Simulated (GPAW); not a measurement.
# Polarising a 7-layer slab of Na(110) with a field along the normal

The dipole of the cell at several fields, atoms fixed. What does the strongest field give, and what length does the slope stand for?

**Method.** GPAW 26.7.0, plane waves (400 eV), PAW setups, PBE, 9×9 mesh, a dipole layer in the vacuum; geometry relaxed without an applied field with GPAW. The cell's area is 12.65 Å², and e/ε0 = 180.95 V Å.

What came out, but for one run:

```
field (V/Å)  dipole (e Å)
       −0.2       −0.3141
       −0.1       −0.1567
      −0.05       −0.0781
       0.05        0.0790
        0.1        0.1576
        0.2        0.3149
        0.3             ?
```

To predict: What is the dipole at 0.3 V/Å?

**Working.** A line through the 6 points has the slope α = 1.572 e Å per V/Å and the intercept p₀ = 0.0004 e Å (r.m.s. residual 6.8e−05). At 0.3 V/Å it gives p = 0.0004 + 1.572 × 0.3 = 0.4721 e Å; the run gives 0.4727 e Å, so the response stays linear to 0.1 % of the induced part. Dividing by ε0 and the area: α/(ε0 A) = 1.572 × 180.95 / 12.65 = 22.49 Å, against 17.92 Å between the outer nuclei. A metal screens fully, so the excess of 4.57 Å puts the image planes about 2.28 Å outside the outer atoms on average.

**Limits.** This is the electronic response alone; ions that move would add to it in polar layers. No run was spin-polarised, so magnetic states weren't tested.

[Logs are printed without paths, hosts, clocks, repeated set-up lines and the standing remarks that a program may print on its own settings, such as how far it seeks lower states.]
